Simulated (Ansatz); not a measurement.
# Phonons of Te2Mo (P6_3/mmc) against volume, part 4 of 4

Aim: how do the optical modes of Te2Mo (P6_3/mmc) move with volume?

Ansatz 0.2.0; DFT LDA, scalar-relativistic, plane waves, PAW; PAW set soft_1.

So far, mean high-frequency dielectric constant: step 4 (zone-centre response at rest) 17.4; step 6 (volume ratio 1.06) 15.7; step 8 (volume ratio 0.9) 20.6.

In doubt: the program warns that the response may not be converged on this k-mesh (in some of the runs), which bears on the force constants and all frequencies.

### Step 9. All members side by side

The members are set side by side, also those not shown above.

Each row is one cell with its response, relaxed at fixed volume as far as symmetry leaves anything free; energies are extrapolated to zero smearing, and E0 is that at rest; the axis is the Cartesian z axis of the cell; shape and atoms are relaxed in each cell where symmetry leaves them free. State of the crystal along the series:

| volume ratio | V (Å³/atom) | pressure (GPa) | E - E0 (meV/atom) | first cell vector (Å) | third cell vector (Å) | gap on mesh (eV) | ε∞ along the axis | ε∞ across the axis, mean | ε0 along the axis | ε0 across the axis, mean | largest Born charge in size, a third of the trace (e) | top mode with the field, highest of q along x, y and z (cm⁻¹) |
| --- | --- | --- | --- | --- | --- | --- | --- | --- | --- | --- | --- | --- |
| 0.9 | 21.59 | 6.984 | 44.14 | 3.384 | 13.06 | 0.2611 | 18.47 | 21.71 | 19.08 | 23.77 | 3.002 | 309.1 |
| 0.92 | 22.07 | 5.043 | 26.2 | 3.406 | 13.18 | 0.3533 | 16.81 | 21.35 | 17.4 | 23.35 | 2.973 | 305.6 |
| 0.94 | 22.55 | 3.397 | 13.64 | 3.426 | 13.31 | 0.4491 | 15.37 | 21.02 | 15.94 | 22.97 | 2.941 | 302.5 |
| 0.96 | 23.03 | 2.024 | 5.593 | 3.444 | 13.45 | 0.5496 | 14.12 | 20.7 | 14.63 | 22.61 | 2.898 | 300 |
| 0.98 | 23.51 | 0.897 | 1.294 | 3.46 | 13.61 | 0.6553 | 12.96 | 20.4 | 13.42 | 22.27 | 2.852 | 297.8 |
| 0.99 | 23.75 | 0.4205 | 0.3089 | 3.467 | 13.69 | 0.6878 | 12.41 | 20.25 | 12.85 | 22.1 | 2.83 | 296.9 |
| 1 | 23.99 | -0.002617 | 0 | 3.473 | 13.78 | 0.7219 | 11.89 | 20.09 | 12.3 | 21.92 | 2.804 | 296.1 |
| 1.02 | 24.47 | -0.6788 | 1.068 | 3.484 | 13.97 | 0.7936 | 10.86 | 19.79 | 11.21 | 21.6 | 2.76 | 294.9 |
| 1.04 | 24.95 | -1.154 | 3.845 | 3.491 | 14.18 | 0.8701 | 9.891 | 19.47 | 10.18 | 21.24 | 2.71 | 294.2 |
| 1.06 | 25.43 | -1.45 | 7.783 | 3.496 | 14.41 | 0.9287 | 8.977 | 19.13 | 9.216 | 20.87 | 2.665 | 293.8 |

Without the LO-TO term; each mode is tracked from rest by its pattern, and modes that stay within 0.3 cm⁻¹ of each other stand once; shape and atoms are relaxed in each cell where symmetry leaves them free. Optical modes along the series:

```
V (Å³/atom)  mode 4 E2g (cm⁻¹)  mode 6 B1g (cm⁻¹)  mode 7 E2u (cm⁻¹)  mode 9 E1g (cm⁻¹)  mode 11 B2u (cm⁻¹)  mode 12 A1g (cm⁻¹)  mode 13 (cm⁻¹)  mode 17 A2u (cm⁻¹)  mode 18 B1g (cm⁻¹)
      21.59              45.31              71.53              122.9              128.8                 180               193.7           247.2               298.3               309.1
      22.07              41.84              64.97              121.9              126.9               178.5               189.6           245.3               295.9               305.6
      22.55              38.41              58.43              121.1              125.2               177.1                 186           243.6               293.9               302.5
      23.03              35.01              51.84              120.3              123.7                 176               182.9             242               292.3                 300
      23.51              31.65               45.2              119.7              122.4                 175               180.1           240.7                 291               297.8
      23.75              30.01              41.91              119.4              121.8               174.7                 179           240.1               290.5               296.9
      23.99              28.37              38.58              119.1              121.3               174.3               177.9           239.6               290.1               296.1
      24.47              25.14              31.84              118.7              120.4               173.8                 176           238.8               289.6               294.9
      24.95              21.99              24.99              118.5              119.7               173.5               174.6           238.2               289.5               294.2
      25.43              18.97               17.9              118.3              119.2               173.4               173.6             238               289.8               293.8
```

From cubic fits (parabolas where under five rows exist) of ln ω and P against ln V through the rows within about 4 % of rest: γ = −d ln ω / d ln V and dω/dP = γ ω / B. Slopes at rest:

| mode | fitted frequency at rest (cm⁻¹) | Grüneisen parameter γ | dω/dP (cm⁻¹/GPa) |
| --- | --- | --- | --- |
| mode 4 E2g | 28.4 | 5.74 | 4.14 |
| mode 6 B1g | 38.6 | 8.64 | 8.48 |
| mode 7 E2u | 119.1 | 0.2 | 0.6 |
| mode 9 E1g | 121.3 | 0.42 | 1.3 |
| mode 11 B2u | 174.3 | 0.18 | 0.78 |
| mode 12 A1g | 177.9 | 0.58 | 2.62 |
| mode 13 | 239.6 | 0.2 | 1.23 |
| mode 17 A2u | 290.1 | 0.12 | 0.88 |
| mode 18 B1g | 296.2 | 0.24 | 1.84 |

### Step 10. Results

| Quantity | Value |
| --- | --- |
| members | 10 |
| highest optical mode at the zone centre (no LO-TO term), at rest | 296.1 cm⁻¹ |
| bulk modulus at rest | 39.3 GPa |
| mode 12 A1g, γ | 0.58 |
| mode 13, γ | 0.20 |
| mode 17 A2u, γ | 0.12 |
| mode 18 B1g, γ | 0.24 |

The series spans -1.5 to 7.0 GPa, and the slope at rest gives a bulk modulus of 39 GPa. Among the modes in the table of slopes γ runs from 0.12 (mode 17 A2u) to 8.64 (mode 6 B1g). ε∞ along z is 11.89 at rest, with d ln ε∞ / d ln V = -4.40. One k mesh and one cutoff serve the ground states and modes of all volumes; the field response picks its own mesh. With the field response the log warns that the k mesh is coarse for the force constants too, so the frequencies are to be taken as unconverged. These are harmonic frequencies at zero temperature: anharmonic shifts, linewidths and thermal expansion are left out. Spin-orbit coupling is left out, which can matter for the heavy elements here. The PAW files were made for PBE; the program adapts parts of them to the functional of the run, but their partial waves stay those of PBE, an approximation that was not tested in this session. Only the zone centre was solved, so an instability at another wavevector cannot show here.

Calculation against experiment:

| quantity | measured | LDA, PAW; PAW set soft_1 |
| --- | --- | --- |
| lattice constant a (Å) | 3.52085 | 3.473 (-1.4 %) |
| lattice constant c (Å) | 13.9664 | 13.777 (-1.4 %) |

Measured values from arxiv:1705.00651 (2017).

**Verdict.** The lattice constant a is off by -1.4 %: fair agreement. The lattice constant c is off by -1.4 %: fair agreement. The grades are ours: good and fair within 0.7 and 1.5 % for the lattice constant a and 0.8 and 2 % for the lattice constant c. For lattice constants the calculation has a static lattice, without zero-point motion or thermal expansion. Limits of convergence are named above.

[Logs are printed without paths, hosts, clocks, repeated set-up lines and the standing remarks that a program may print on its own settings, such as how far it seeks lower states.]

[Hosts, paths, dates, database ids (printed as entryN), source tags and the programs' standing remarks are cut or masked in the printed files.]
